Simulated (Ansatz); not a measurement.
# One crystal, many levels of theory: Zn3SbN3 (Cm), part 2 of 3

Aim: the gap of Zn3SbN3 (Cm) at several levels of theory on one structure, with the time that each takes.

Ansatz 0.2.0; density functionals, hybrids and G0W0, plane waves, PAW. Known limits of the many-body steps: finite bands, screening cutoff and k mesh; no spin-orbit coupling in G0W0; d shells not analysed.

So far. Step 4 (PBE on the 6×6×6 mesh): Over mesh and path the gap is 1.373 eV, from k = (-0.250, 0.250, 0.000) to k = (0.000, 0.000, -0.300). The least direct gap found is 1.513 eV, at k = (0.000, 0.000, -0.300). On the 6×6×6 mesh alone the same run gives 1.461 eV, so that mesh misses an edge of PBE: 1.461 − 1.373 = +0.088 eV. PBE against PBEsol: 1.373 − 1.324 = +0.049 eV, with the same mesh, files and cutoff, and both edges at the same k points.

In doubt: masses and optical values from hybrid runs of this build are listed as unsure (steps 11, 12), which bears on the screening that GW takes from such a start.

### 6. r2SCAN on the 6×6×6 mesh

r2SCAN is a meta-GGA: it depends on the kinetic-energy density as well as on the density and its gradient.

This step: DFT, r2SCAN, plane waves, PAW; PAW set soft_1.

input.yaml

```yaml
crystal:
  lattice:
    - [3.3938895471, -3.283248115, 0.0]
    - [3.3938895471, 3.283248115, 0.0]
    - [-3.2155964401, 0.0, 4.5561292986]
  atoms:
    - { symbol: Zn, position: [0.64265811, 0.64265811, 0.11808447] }
    - { symbol: Zn, position: [0.75601403, 0.31486041, 0.51982585] }
    - { symbol: Zn, position: [0.31486041, 0.75601403, 0.51982585] }
    - { symbol: Sb, position: [0.06050886, 0.06050886, 0.00241463] }
    - { symbol: "N", position: [0.41103526, 0.94206134, 0.29988336] }
    - { symbol: "N", position: [0.94206134, 0.41103526, 0.29988336] }
    - { symbol: "N", position: [0.698722, 0.698722, 0.81219049] }
kpoints:
  mp_grid: { grid: [6, 6, 6] }
  band_path:
    path:
      - [0.0, 0.0, 0.0]
      - [0.0, 0.0, -0.5]
      - [-0.35449978, 0.35449978, -0.5]
      - [0.35449978, 0.64550022, -0.5]
      - [0.5, 0.5, -0.5]
      - [-0.5, 0.5, 0.0]
      - [0.0, 0.5, -0.5]
      - [0.0, 0.5, 0.0]
      - [-0.25, 0.25, 0.0]
      - [0.0, 0.0, -0.3]
    npoints: 1
hamiltonian:
  xc: r2scan
  pseudopotentials: { kind: paw, azcp: { folder: soft_1 } }
scf:
  occupations: { method: fixed }
  n_extra_bands: 6
output:
  eigenvalues: true
  forces: true
  stress: true
  write_density: true
  write_potential: true
  elf: true
  volumetric_format: npy
```

Run with:

```bash
$ ansatz run input.yaml --threads 2 --pin off --max-ram 92160MiB --backend cuda --events-out ev --progress --plain --runs-dir out --devices 1 --max-vram 13GiB
```

Numbers of over 12 decimals in the logs are rounded to 6 here.

The program printed:

```text
[...]
GPUs: using 1 of 1 available (devices: 1).
[...]
GPU FFT provider: cuFFT
GPU libraries: cuBLAS 13.8.2, cuFFT 12.4.0, cuSOLVER 12.3.4
Crystal: 7 atoms, lattice volume = 101.538 Å³
Basis set: ecut = 500 eV, 2571 PW (Γ), exchange–correlation on 144×144×180 points (64 copies of the dense FFT grid, shifted against one another)
[...]
k-point 0: bands = [... 29 lower, 5.6623, 7.0715, 7.3948, 7.7566, 10.9627, 11.9025, 12.6997, 13.1681, ... 2 higher]
  k-point 1: bands = [... 29 lower, 5.9369, 7.1160, 7.3904, 7.9627, 10.3535, 12.3215, 12.3576, 13.1671, ... 2 higher]
  k-point 2: bands = [... 29 lower, 6.4232, 7.0286, 7.2929, 8.2091, 10.0296, 11.6399, 12.1631, 13.4721, ... 2 higher]
  k-point 67: bands = [... 29 lower, 7.0056, 7.1823, 7.7116, 8.1698, 11.8910, 12.7098, 13.3579, 13.5450, ... 2 higher]
[key lines of the parts left out:]
SCF converged after 11 iterations
Free energy (F): -17630.661824 eV
Fermi energy:    8.266726 eV
P = ⅓ Tr σ = -0.6005 GPa (-6.005 kbar)
```

Wall time 14 s (1 × NVIDIA H100 80GB HBM3 (shared by 6 runs) with 2 threads of AMD EPYC 7R13 (Zen 3), shared host); peak memory 1.2 GiB.

This step gave:

| Property | Result |
| --- | --- |
| pressure | -0.6005 GPa |
| gap | 1.671 eV |
| valence top at | k = (-0.250, 0.250, 0.000) |
| conduction bottom at | k = (0.000, 0.000, -0.300) |
| least direct gap | 1.799 eV |

Over mesh and listed points the gap is 1.671 eV, from k = (-0.250, 0.250, 0.000) to k = (0.000, 0.000, -0.300). The least direct gap found is 1.799 eV, at k = (0.000, 0.000, -0.300). On the 6×6×6 mesh alone the same run gives 1.763 eV, so that mesh misses an edge of r2SCAN: 1.763 − 1.671 = +0.092 eV. r2SCAN against PBE: 1.671 − 1.373 = +0.298 eV. The runs also differ in plane-wave cutoff (420 eV and 500 eV), so how much of this comes from the functional alone is not known.

### 7. HSE06 on the 4×4×4 mesh

HSE06 mixes in a quarter of exact exchange at short range.

This step: DFT, HSE06, plane waves, PAW; PAW set soft_1.

input.yaml: that of step 6 with these lines changed.

```diff
@@ -14,3 +14,3 @@
 kpoints:
-  mp_grid: { grid: [6, 6, 6] }
+  mp_grid: { grid: [4, 4, 4] }
   band_path:
@@ -29,3 +29,3 @@
 hamiltonian:
-  xc: r2scan
+  xc: hse06
   pseudopotentials: { kind: paw, azcp: { folder: soft_1 } }
@@ -36,7 +36 @@
   eigenvalues: true
-  forces: true
-  stress: true
-  write_density: true
-  write_potential: true
-  elf: true
-  volumetric_format: npy
```

The program printed:

```text
[...]
GPUs: using 1 of 1 available (devices: 1).
[...]
davidson cushion auto → on  (no smearing: the cushion is to keep the highest requested band from converging to the state above it; pin scf.eigensolver.cushion to override)
[...]
GPU FFT provider: cuFFT
GPU libraries: cuBLAS 13.8.2, cuFFT 12.4.0, cuSOLVER 12.3.4
Crystal: 7 atoms, lattice volume = 101.538 Å³
Basis set: ecut = 420 eV, 1987 PW (Γ)
[...]
Fermi energy:    7.817211 eV
[...]
--- Band table (eV; the first three rows and the last of 24) ---
  k-point 0: bands = [... 29 lower, 4.9980, 6.4694, 6.7663, 7.1538, 11.1381, 12.1199, 13.0454, 13.4277, ... 2 higher]
  k-point 1: bands = [... 29 lower, 5.5377, 6.4398, 6.7368, 7.6441, 10.2171, 12.2756, 12.5917, 13.5766, ... 2 higher]
  k-point 2: bands = [... 29 lower, 6.0891, 6.2467, 6.5133, 7.6183, 10.6575, 11.4803, 11.7825, 14.0055, ... 2 higher]
  k-point 23: bands = [... 29 lower, 6.4249, 6.6978, 7.0611, 7.5772, 12.1595, 12.9839, 13.7080, 14.0134, ... 2 higher]
[key lines of the parts left out:]
Free energy (F): -17596.533149 eV
```

Wall time 42 s (1 × NVIDIA H100 80GB HBM3 (shared by 6 runs) with 2 threads); peak memory 1.4 GiB; 64 s of CPU time.

This step gave:

- gap: 2.350 eV
- valence top at: k = (-0.250, 0.250, 0.000)
- conduction bottom at: k = (0.000, 0.000, -0.300)
- least direct gap: 2.450 eV
- exact-exchange fraction: 0.25

Over mesh and listed points the gap is 2.350 eV, from k = (-0.250, 0.250, 0.000) to k = (0.000, 0.000, -0.300). The least direct gap found is 2.450 eV, at k = (0.000, 0.000, -0.300). On the 4×4×4 mesh alone the same run gives 2.400 eV, so that mesh misses an edge of HSE06: 2.400 − 2.350 = +0.050 eV. HSE06 against PBE: 2.350 − 1.373 = +0.977 eV. The runs also differ in mesh (6×6×6 and 4×4×4), so how much of this comes from the functional alone is not known.

### 8. PBE0 on the 4×4×4 mesh

PBE0 mixes in a quarter of exact exchange at all distances.

This step: DFT, PBE0, plane waves, PAW; PAW set soft_1.

input.yaml: that of step 7 with these lines changed.

```diff
@@ -29,3 +29,3 @@
 hamiltonian:
-  xc: hse06
+  xc: pbe0
   pseudopotentials: { kind: paw, azcp: { folder: soft_1 } }
```

The program printed:

```text
[...]
GPUs: using 1 of 1 available (devices: 1).
[...]
GPU FFT provider: cuFFT
GPU libraries: cuBLAS 13.8.2, cuFFT 12.4.0, cuSOLVER 12.3.4
Crystal: 7 atoms, lattice volume = 101.538 Å³
Basis set: ecut = 420 eV, 1987 PW (Γ)
Bands: 39, of which v1, the nominal top of the filled ones, is band 33 counted from 1 (32 counted from 0)
Symmetry: 2 space group operations
[...]
k-points: 24 of 64 (time reversal used)
[...]
Fermi energy:    7.453034 eV
[...]
--- Band table (eV; the first three rows and the last of 24) ---
  k-point 0: bands = [... 29 lower, 4.5928, 6.0783, 6.3810, 6.7676, 11.4807, 12.4740, 13.4216, 13.7837, ... 2 higher]
  k-point 1: bands = [... 29 lower, 5.1413, 6.0558, 6.3549, 7.2800, 10.5378, 12.6385, 12.9499, 13.9340, ... 2 higher]
  k-point 2: bands = [... 29 lower, 5.7018, 5.8623, 6.1301, 7.2619, 10.9871, 11.8293, 12.1250, 14.3675, ... 2 higher]
  k-point 23: bands = [... 29 lower, 6.0447, 6.3126, 6.6776, 7.1974, 12.5035, 13.3505, 14.0798, 14.3824, ... 2 higher]
[key lines of the parts left out:]
Free energy (F): -17596.147893 eV
```

Run time: 46 s. Hardware: 1 × NVIDIA H100 80GB HBM3 (shared by 6 runs) with 2 threads; peak memory 1.3 GiB.

This step gave:

* gap: 3.029 eV
* valence top at: k = (-0.250, 0.250, 0.000)
* conduction bottom at: k = (0.000, 0.000, -0.300)
* least direct gap: 3.121 eV
* exact-exchange fraction: 0.25

Over mesh and listed points the gap is 3.029 eV, from k = (-0.250, 0.250, 0.000) to k = (0.000, 0.000, -0.300). The least direct gap found is 3.121 eV, at k = (0.000, 0.000, -0.300). On the 4×4×4 mesh alone the same run gives 3.085 eV, so that mesh misses an edge of PBE0: 3.085 − 3.029 = +0.056 eV. PBE0 against HSE06: 3.029 − 2.350 = +0.679 eV, with the same mesh, files and cutoff, and both edges at the same k points.

### 9. DDH-PBE0 on the 4×4×4 mesh

The input asks for a share of exact exchange of one over the crystal's ε∞, which the program works out first.

This step: DFT, dielectric-dependent PBE0 (fraction 1/eps_inf of PBE), plane waves, PAW; PAW set soft_1.

input.yaml: that of step 8 with these lines changed.

```diff
@@ -13,2 +13,3 @@
     - { symbol: "N", position: [0.698722, 0.698722, 0.81219049] }
+  host: atoms
 kpoints:
@@ -29,3 +30,6 @@
 hamiltonian:
-  xc: pbe0
+  xc:
+    exchange: pbe
+    correlation: pbe
+    exx: { coeff: inverse_dielectric }
   pseudopotentials: { kind: paw, azcp: { folder: soft_1 } }
```

The program printed:

```text
[...]
the fraction of exact exchange is that of a crystal of Zn3Sb1N3
GPUs: using 1 of 1 available (devices: 1).
[...]
a weight of exact exchange comes from the crystal, and the text's number only plans the run
Solving k-mesh 4×4×4 for the fraction of exact exchange
[...]
Fermi energy:    8.013209 eV
[...]
--- Band table (eV; the first three rows and the last of 24) ---
  k-point 0: bands = [... 29 lower, 5.2747, 6.6876, 7.0152, 7.3764, 11.1661, 12.1321, 13.0045, 13.3926, ... 2 higher]
  k-point 1: bands = [... 29 lower, 5.8074, 6.7104, 6.9902, 7.8255, 10.2531, 12.2766, 12.5802, 13.5222, ... 2 higher]
  k-point 2: bands = [... 29 lower, 6.3593, 6.5278, 6.7655, 7.7801, 10.6763, 11.5189, 11.7965, 13.9171, ... 2 higher]
  k-point 23: bands = [... 29 lower, 6.6596, 6.8648, 7.3281, 7.8113, 12.1313, 12.9570, 13.6268, 13.8464, ... 2 higher]
[key lines of the parts left out:]
Free energy (F): -17594.365386 eV
```

Wall time 92 s (1 × NVIDIA H100 80GB HBM3 (shared by 6 runs) with 2 threads); peak memory 2.2 GiB.

This step gave:

```
gap                     : 2.182 eV
valence top at          : k = (-0.250, 0.250, 0.000)
conduction bottom at    : k = (0.000, 0.000, -0.300)
least direct gap        : 2.296 eV
exact-exchange fraction : 0.1251
```

Over mesh and listed points the gap is 2.182 eV, from k = (-0.250, 0.250, 0.000) to k = (0.000, 0.000, -0.300). The least direct gap found is 2.296 eV, at k = (0.000, 0.000, -0.300). On the 4×4×4 mesh alone the same run gives 2.240 eV, so that mesh misses an edge of DDH-PBE0: 2.240 − 2.182 = +0.058 eV. DDH-PBE0 against PBE0: 2.182 − 3.029 = −0.847 eV, with the same mesh, files and cutoff, and both edges at the same k points.

### 10. G0W0@PBE, 4×4×4 mesh, 804 empty bands, screening to 230 eV, PAW set soft_1 files

G0W0 replaces the xc potential by a self-energy built once from the orbitals of the start. Levels are corrected in the window of bands that the input names, at points of the mesh.

This step: G0W0 on PBE, plane waves, PAW; PAW set soft_1.

input.yaml

```yaml
crystal:
  lattice:
    - [3.3938895471, -3.283248115, 0.0]
    - [3.3938895471, 3.283248115, 0.0]
    - [-3.2155964401, 0.0, 4.5561292986]
  atoms:
    - { symbol: Zn, position: [0.64265811, 0.64265811, 0.11808447] }
    - { symbol: Zn, position: [0.75601403, 0.31486041, 0.51982585] }
    - { symbol: Zn, position: [0.31486041, 0.75601403, 0.51982585] }
    - { symbol: Sb, position: [0.06050886, 0.06050886, 0.00241463] }
    - { symbol: "N", position: [0.41103526, 0.94206134, 0.29988336] }
    - { symbol: "N", position: [0.94206134, 0.41103526, 0.29988336] }
    - { symbol: "N", position: [0.698722, 0.698722, 0.81219049] }
kpoints:
  mp_grid: { grid: [4, 4, 4] }
hamiltonian:
  xc: pbe
  pseudopotentials: { kind: paw, azcp: { folder: soft_1 } }
scf:
  occupations: { method: fixed }
gw:
  n_empty_bands: 804
  ecut_chi: 230.0
  qp_bands: [v2, c2]
  qp_kpoints: band_edges
  screening: { model: contour_deformation }
```

The program printed:

```text
GPUs: using 1 of 1 available (devices: 1).
[...]
GPU FFT provider: cuFFT
GPU libraries: cuBLAS 13.8.2, cuFFT 12.4.0, cuSOLVER 12.3.4
Crystal: 7 atoms, lattice volume = 101.538 Å³
Basis set: ecut = 420 eV, 1987 PW (Γ)
Bands: 40, of which v1, the nominal top of the filled ones, is band 33 counted from 1 (32 counted from 0)
Symmetry: 2 space group operations
[...]
k-points: 24 of 64 (time reversal used)
[...]
1    35     11.9221   -10.3239    -4.1249   -14.6183  0.7619    12.0923    12.0916  root
[...]
23    32      7.9664   -26.6342     3.8065   -22.0748  0.7267     7.2001     7.2135  root
    23    33      8.4089   -25.8767     3.5226   -21.6702  0.7258     7.7148     7.7250  root
    23    34     11.7638    -9.1635    -4.1541   -13.4518  0.7659    11.8983    11.8980  root
    23    35     12.5638   -10.0490    -4.3401   -14.5820  0.7468    12.7579    12.7568  root
[key lines of the parts left out:]
SCF converged after 12 iterations
Free energy (F): -17592.767496 eV
Fermi energy:    8.560593 eV
```

Wall time 2.4 min (1 × NVIDIA H100 80GB HBM3 (shared by 6 runs) with 2 threads); peak memory 4.5 GiB; 4.1 min of CPU time.

This step gave:

```yaml
bands_summed: 837
rpa_eps_infinity_on_this_mesh_eigenvalues: 7.162, 8.111, 8.150
plane_waves_in_the_screening_matrix: 787
g0w0_gap_over_the_corrected_points: 2.184 eV
k_of_the_valence_top: 0.25, -0.25, 0
k_of_the_conduction_bottom: 0, 0, 0.25
starting_gap_on_the_mesh: 1.432 eV
z_at_the_valence_top: 0.7383
z_at_the_conduction_bottom: 0.7806
least_direct_g0w0_gap_over_the_corrected_points: 2.378 eV
```

Over 19 of 24 irreducible mesh points the G0W0 gap is 2.184 eV, from k = (0.250, -0.250, 0.000) to k = (0.000, 0.000, 0.250). The PBE gap of this run on the mesh is 1.432 eV. The two states that bound the G0W0 gap lie that far apart at the start, so the correction of the gap is 2.184 − 1.432 = +0.752 eV.

### 11. G0W0@HSE06, 4×4×4 mesh, 804 empty bands, screening to 230 eV, PAW set soft_1 files

This step: G0W0 on HSE06, plane waves, PAW; PAW set soft_1.

input.yaml: that of step 10 with these lines changed.

```diff
@@ -16,3 +16,3 @@
 hamiltonian:
-  xc: pbe
+  xc: hse06
   pseudopotentials: { kind: paw, azcp: { folder: soft_1 } }
```

The program printed:

```text
GPUs: using 1 of 1 available (devices: 1).
[...]
GPU FFT provider: cuFFT
GPU libraries: cuBLAS 13.8.2, cuFFT 12.4.0, cuSOLVER 12.3.4
Crystal: 7 atoms, lattice volume = 101.538 Å³
Basis set: ecut = 420 eV, 1987 PW (Γ)
Bands: 40, of which v1, the nominal top of the filled ones, is band 33 counted from 1 (32 counted from 0)
Symmetry: 2 space group operations
[...]
k-points: 24 of 64 (time reversal used)
[...]
1    34     10.2171   -10.3241    -3.4277   -13.7997  0.8126    10.2650    10.2650  root
     1    35     12.2756    -9.6683    -3.9849   -13.7011  0.7969    12.3235    12.3234  root
[...]
23    32      7.0612   -25.3413     3.2436   -21.9557  0.7624     6.9189     6.9192  root
    23    33      7.5773   -24.7876     3.0425   -21.6177  0.7619     7.4498     7.4500  root
    23    34     12.1595    -8.3157    -4.0097   -12.2958  0.8011    12.1300    12.1300  root
    23    35     12.9839    -9.3719    -4.1452   -13.5482  0.7862    13.0149    13.0149  root
[key lines of the parts left out:]
Free energy (F): -17596.533149 eV
Fermi energy:    7.817255 eV
```

Elapsed: 4.1 min, on 1 × NVIDIA H100 80GB HBM3 (shared by 6 runs) with 2 threads; peak memory 4.9 GiB; 5.6 min of CPU time.

This step gave:

```
bands summed                                    : 837
RPA ε∞ on this mesh (eigenvalues)               : 5.265, 5.754, 5.766
plane waves in the screening matrix             : 787
G0W0 gap over the corrected points              : 2.675 eV
k of the valence top                            : 0.25, -0.25, 0
k of the conduction bottom                      : 0, 0, 0.25
starting gap on the mesh                        : 2.400 eV
Z at the valence top                            : 0.7749
Z at the conduction bottom                      : 0.8126
least direct G0W0 gap over the corrected points : 2.859 eV
```

Over 19 of 24 irreducible mesh points the G0W0 gap is 2.675 eV, from k = (0.250, -0.250, 0.000) to k = (0.000, 0.000, 0.250). The HSE06 gap of this run on the mesh is 2.400 eV. The two states that bound the G0W0 gap lie that far apart at the start, so the correction of the gap is 2.675 − 2.400 = +0.275 eV. G0W0@HSE06 against G0W0@PBE with 837 bands: 2.675 − 2.184 = +0.491 eV, with the same mesh, files and cutoffs, and both edges at the same k points.

### 12. G0W0@PBE0, 4×4×4 mesh, 804 empty bands, screening to 230 eV, PAW set soft_1 files

This step: G0W0 on PBE0, plane waves, PAW; PAW set soft_1.

input.yaml: that of step 11 with these lines changed.

```diff
@@ -16,3 +16,3 @@
 hamiltonian:
-  xc: hse06
+  xc: pbe0
   pseudopotentials: { kind: paw, azcp: { folder: soft_1 } }
```

The program printed:

```text
GPUs: using 1 of 1 available (devices: 1).
[...]
GPU FFT provider: cuFFT
GPU libraries: cuBLAS 13.8.2, cuFFT 12.4.0, cuSOLVER 12.3.4
Crystal: 7 atoms, lattice volume = 101.538 Å³
Basis set: ecut = 420 eV, 1987 PW (Γ)
Bands: 40, of which v1, the nominal top of the filled ones, is band 33 counted from 1 (32 counted from 0)
Symmetry: 2 space group operations
[...]
k-points: 24 of 64 (time reversal used)
[...]
1    34     10.5378   -10.2935    -3.3608   -13.4663  0.8252    10.3501    10.3498  root
     1    35     12.6384    -9.6457    -3.8808   -13.3205  0.8115    12.4328    12.4324  root
[...]
23    32      6.6777   -25.3315     3.1134   -22.3283  0.7772     6.7877     6.7879  root
    23    33      7.1975   -24.7818     2.9189   -21.9908  0.7766     7.3252     7.3254  root
    23    34     12.5035    -8.2760    -3.9093   -11.9166  0.8153    12.2355    12.2348  root
    23    35     13.3505    -9.3512    -4.0290   -13.1645  0.8026    13.1353    13.1347  root
[key lines of the parts left out:]
Free energy (F): -17596.147893 eV
Fermi energy:    7.453061 eV
```

It took 5.3 min on 1 × NVIDIA H100 80GB HBM3 (shared by 6 runs) with 2 threads; peak memory 4.9 GiB.

Numbers from this step:

```
bands summed                                    : 837
RPA ε∞ on this mesh (eigenvalues)               : 4.798, 5.180, 5.204
plane waves in the screening matrix             : 787
G0W0 gap over the corrected points              : 2.872 eV
k of the valence top                            : 0.25, -0.25, 0
k of the conduction bottom                      : 0, 0, 0.25
starting gap on the mesh                        : 3.085 eV
Z at the valence top                            : 0.7894
Z at the conduction bottom                      : 0.8252
least direct G0W0 gap over the corrected points : 3.053 eV
```

Over 19 of 24 irreducible mesh points the G0W0 gap is 2.872 eV, from k = (0.250, -0.250, 0.000) to k = (0.000, 0.000, 0.250). The PBE0 gap of this run on the mesh is 3.085 eV. The two states that bound the G0W0 gap lie that far apart at the start, so the correction of the gap is 2.872 − 3.085 = −0.213 eV. G0W0@PBE0 against G0W0@HSE06 with 837 bands: 2.872 − 2.675 = +0.197 eV, with the same mesh, files and cutoffs, and both edges at the same k points. The program's warnings for this run: coarse exchange mesh.

(Part 2 of 3 ends here.)

[Paths, hosts, dates, memory and timing lines, banners, echoed tables and standing remarks are left out of the program output.]

[Logs are printed without paths, hosts, clocks, repeated set-up lines and the standing remarks that a program may print on its own settings, such as how far it seeks lower states.]

[Runs of the session that timed out or met a known fault of the program may be left out.]

[Cells called generated may have been cut or substituted from an entry of the Crystallography Open Database or the Materials Project.]

[Hosts, paths, dates, database ids (printed as entryN), source tags and the programs' standing remarks are cut or masked in the printed files.]

[Where an RPA ε∞ is given, it is that of the G0W0 mesh and is not shown converged in it. Names of k-points follow the symmetry that the program found, which can be lower than the space group named. Band edges on a path are those of the sampled points; other points can move an edge, and change direct to indirect where valleys lie close.]

[Hybrid gaps are those of their k-mesh and are not shown converged in it.]
